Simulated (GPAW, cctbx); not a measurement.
## Cd2Pb: deformation density and structure factors from DFT

Aim: compute the bonding part of the density of Cd2Pb, find which reflections carry it, and see how it biases an ordinary refinement.

The start was made by putting kin elements into a known structure type; the compound need not exist, or be stable, in this form. All numbers below are calculated.

### 1. Relax the structure

The density hangs on the geometry, so cell and atoms are relaxed first, with the symmetry held. The cutoff is set higher than for the density because stress converges slowly with plane waves.

Settings: GPAW 26.7.0, PBE, 570 eV, 5×5×5 k-points, Fermi–Dirac width 0.1 eV, BFGS to 0.03 eV/Å.

```text
cell
1.0
     0.000000000    0.000000000    3.496000000
     4.725000000    0.000000000    0.000000000
    -2.362500000    4.091970033    0.000000000
Pb Cd
1 2
Direct
0.000000000 0.000000000 0.000000000
0.500000000 0.666666667 0.333333333
0.500000000 0.333333333 0.666666667
```

```console
$ OMP_NUM_THREADS=1 mpirun -n 4 gpaw python run.py > gpaw.log
```

```text
BFGS:    0       -5.068250        1.732628
BFGS:    1       -5.185287        1.489369
BFGS:    2       -5.490828        0.454943
BFGS:    3       -5.505584        0.259305
...
BFGS:    7       -5.518722        0.140112
BFGS:    8       -5.521302        0.058380
BFGS:    9       -5.521739        0.017451
cell  3.8588 4.9480 4.9480  120.00 90.00 90.00
volume 81.816 A^3, largest force 0.000 eV/A, largest stress 0.10 GPa
```

The cell moved far, while the k-mesh and basis were chosen for the start, so the final shape may be somewhat biased.

After 9 steps the volume has changed by +21.0 % and the energy by -0.453 eV; the largest stress left is 0.10 GPa. It took 44 s on 4 cores of Intel(R) Xeon(R) Platinum 8488C (Sapphire Rapids) (shared host), peak memory 0.93 GiB.

Relaxed structure: P6/mmm (no. 191), a = 4.9480 Å, b = 4.9480 Å, c = 3.8588 Å, α = 90.00°, β = 90.00°, γ = 120.00°.

```
atom  mult.    x    y    z
 Pb1      1    0    0    0
 Cd1      2  2/3  1/3  1/2
```

### 2. The all-electron density

X-rays see the whole electron density, so the PAW density is rebuilt with its core regions. Subtracting spherical free atoms from the same code cancels the cores and leaves the deformation density Δρ, the part due to bonding.

Settings: PBE, 450 eV, 6×6×6 k-points, Fermi–Dirac width 0.1 eV; primitive cell of 3 atoms.

```console
$ OMP_NUM_THREADS=1 mpirun -n 4 gpaw python run.py > gpaw.log
```

```text
|iter:   1|       0s |   -5.513769 | -0.46 |       |
|iter:   2|       1s |   -5.483527 | -2.36 | -1.52 |
|iter:   3|       1s |   -5.367134 | -2.03 | -1.55 |
...
|iter:   6|       2s |   -5.365337c| -5.55 | -3.26 |
|iter:   7|       3s |   -5.365344c| -6.43 | -3.78 |
|iter:   8|       3s |   -5.365345c| -7.60c| -4.46c|
```

```text
grid (40, 50, 50)  electrons 178.000  moved by bonding 0.448 e
deformation density beyond 0.5 A of the nuclei: max 0.029, min -0.056 e/A^3
atom        x       y       z   Voronoi charge  moment
Pb1    0.0000  0.0000  0.0000     -0.039       0.00
Cd2    0.5000  0.6667  0.3333      0.019       0.00
Cd3    0.5000  0.3333  0.6667      0.019       0.00
mean inner potential of superposed free atoms 18.141 V
total magnetic moment 0.000 muB
```

Deformation density in a plane through the shortest contact of the Cd atom at the origin, in 0.01 e/Å³ (clipped at ±99); x from -1.6 to 4.5 Å, y from 2.4 down to -2.4 Å:

```text
  .   .  -3  -2   1   1   0   0   0   0   1   1  -2  -3   .   .
  0   0  -5   0   2   1   1   0   0   1   1   1   0  -5   0   0
 -5  -4   0   2   2   1   1   1   1   1   1   2   2   0  -4  -5
  1   2   3   2   1   0   1   1   1   1   0   1   2   3   2   1
  2   2   1  -4  -5  -5   0   2   2   0  -5  -5  -4   1   2   2
  1   0  -5  -1   .  -2  -4   2   2  -4  -2   .  -1  -5   0   1
  1   0  -6   .   .   .  -5   2   2  -5   .   .   .  -6   0   1
  1   0  -5  -1   .  -2  -4   2   2  -4  -2   .  -1  -5   0   1
  2   2   1  -4  -5  -5   0   2   2   0  -5  -5  -4   1   2   2
  1   2   3   2   1   0   1   1   1   1   0   1   2   3   2   1
 -5  -4   0   2   2   1   1   1   1   1   1   2   2   0  -4  -5
  0   0  -5   0   1   1   1   0   0   1   1   2   0  -5   0   0
  .   .  -3  -2   1   1   0   0   0   0   1   1  -2  -3   .   .
```

Atoms in or within 0.15 Å of the plane: Cd (0.0, 0.0), Cd (2.9, 0.0) Å. Dots mark points within about 0.45 Å of a nucleus; large values next to them are atomic features.

Pb gains most (-0.04 e) and Cd loses most (+0.02 e), as electronegativity suggests. Along the shortest contact from the Cd atom at the map's origin, Cd–Cd at 2.86 Å, Δρ is +0.03 e/Å³ at the midpoint: little piles up between the atoms, as is usual in a metallic crystal, which this run finds. Point values carry grid noise of about 0.01 e/Å³. The run needed 8 iterations, 7.9 s.

### 3. From the density to structure factors

The Fourier components of Δρ, added to those of the free atoms, give the static X-ray structure factors; the Mott–Bethe relation turns them into the Fourier components V of the potential that fast electrons feel.

```text
static structure factors of the conventional cell: F in electrons, V (Mott-Bethe) in volts
   h  k  l      d  |F| table  |F| free   |F| DFT   change   |V| free  |V| DFT  change %
   1  0  0  4.2851    32.459    32.353    32.428    0.076     1.695    1.617     -4.6
   0  0  1  3.8588    10.953    11.065    10.983   -0.083     2.448    2.517      2.8
   1  0  1  2.8675   112.102   112.040   111.943   -0.097     8.273    8.318      0.5
   1  1  0  2.4740   146.973   146.853   146.573   -0.280    10.680   10.776      0.9
   2  0  0  2.1425    29.877    29.916    29.980    0.065     1.050    1.034     -1.6
   1  1  1  2.0827     6.841     6.742     6.653   -0.089     1.764    1.785      1.2
   0  0  2  1.9294   135.779   135.649   135.654    0.005     8.832    8.831     -0.0
   2  0  1  1.8732    99.256    99.186    99.179   -0.008     6.057    6.058      0.0
   1  0  2  1.7593    28.792    28.835    28.833   -0.001     0.896    0.896      0.0
   2  1  0  1.6196    28.274    28.309    28.278   -0.031     0.836    0.841      0.5
   1  1  2  1.5214   123.182   123.098   123.179    0.081     7.120    7.109     -0.1
   2  1  1  1.4934    90.663    90.617    90.686    0.068     4.921    4.912     -0.2
   2  0  2  1.4337    27.433    27.444    27.448    0.004     0.755    0.754     -0.1
   3  0  0  1.4284   119.588   119.521   119.633    0.112     6.684    6.671     -0.2
```

The largest X-ray change is -0.28 e on 110, 0.2 % of |F|. For electrons V goes as (Z − F)/g², so a change of F counts against Z − F, which is small at low angle and wherever the atoms' terms cancel: |V| of 100 moves by -4.6 % (1.70 to 1.62 V) against +0.2 % in |F|. The last three rows still change by up to 0.11 e; the table stops while the angles are still low. The tabulated Hartree–Fock atoms differ from the free DFT atoms by up to 0.13 e, so the choice of reference atom matters too.

### 4. Convergence

Cutoff and k-mesh: one is changed at a time, to find what the result needs.

```csv
run,ΔF 110 (e),ΔF 101 (e),ΔF 111 (e),q(Pb) (e),moved (e),time
450 eV 6×6×6,-0.280,-0.097,-0.089,-0.039,0.448,7.9 s
250 eV 6×6×6,-0.293,-0.107,-0.097,-0.035,0.583,5.8 s
350 eV 6×6×6,-0.286,-0.101,-0.093,-0.038,0.463,7.6 s
750 eV 6×6×6,-0.279,-0.096,-0.089,-0.040,0.453,12 s
450 eV 2×2×2,-0.313,-0.070,-0.083,-0.053,0.471,5.3 s
450 eV 3×3×3,-0.302,-0.084,-0.097,-0.024,0.456,5.4 s
```

Within 0.01 e of the base on all three: 350 eV 6×6×6 and 750 eV 6×6×6. The largest error, 0.033 e, comes with 450 eV 2×2×2. The moved charge is off by up to 30 % among these runs. Times are from shared hosts.

### 5. What a spherical-atom refinement makes of it

Routine crystallography fits spherical atoms. To see the bias, intensities are simulated from tabulated atoms plus the DFT change ΔF, so that bonding alone can misfit (5370 reflections of the full sphere, merged to the counts below, to 0.4 Å, 1 % proportional noise plus counting noise, assumed isotropic U as listed, Δρ smeared by the mean U) and refined with cctbx over different ranges.

| range | data | R1 | GooF | U Pb1 (true 0.0043) | U Cd1 (true 0.0053) | largest shift (Å) | Δρ max, min (e/Å³) |
| --- | --- | --- | --- | --- | --- | --- | --- |
| all data | 313 | 0.0027 | 0.94 | 0.0043 | 0.0053 | 0.0000 | 0.34, -0.26 |
| low resolution, d > 0.84 | 45 | 0.0024 | 1.14 | 0.0043 | 0.0053 | 0.0000 | 0.21, -0.12 |
| high order, d < 0.75 | 251 | 0.0029 | 0.90 | 0.0043 | 0.0053 | 0.0000 | 0.23, -0.27 |
| occupancies free, d > 0.7 | 72 | 0.0024 | 1.10 | 0.0043 | 0.0053 | 0.0000 | 0.28, -0.15 |

With all data GooF is 0.94, so at this noise the bonding hardly shows; the top residual peak, near noise level, lies 0.54 Å from Pb and 3.18 Å from Cd. No U is off by more than 3 s.u. at low resolution. Symmetry fixes every coordinate, so the shifts are zero by construction. With Pb1 held at 1 and the scale free, the other occupancies refine to Cd1 1.001(0.001), within three s.u. of full.

### 6. Answer

Bonding moves 0.45 e in the primitive cell of Cd2Pb and changes the structure factors of the conventional cell in the table above by at most 0.28 e (110, 0.2 %), and among reflections above 2 % of the strongest by up to 1.3 % (111). The shortest bond, Cd–Cd, has Δρ = +0.03 e/Å³ at its midpoint, with no localised bond charge. Within 0.01 e of the base on all three: 350 eV 6×6×6 and 750 eV 6×6×6. The largest error, 0.033 e, comes with 450 eV 2×2×2. The moved charge is off by up to 30 % among these runs. With all data GooF is 0.94, so at this noise the bonding hardly shows. Limits: static density, frozen cores, no spin–orbit coupling.

[Outputs are excerpts: Python notices, other lines and further rows are left out; steps that failed or that the build refused (PBEsol, TPSS) are not shown.]

[Logs are printed without paths, hosts, clocks, repeated set-up lines and the standing remarks that a program may print on its own settings, such as how far it seeks lower states.]
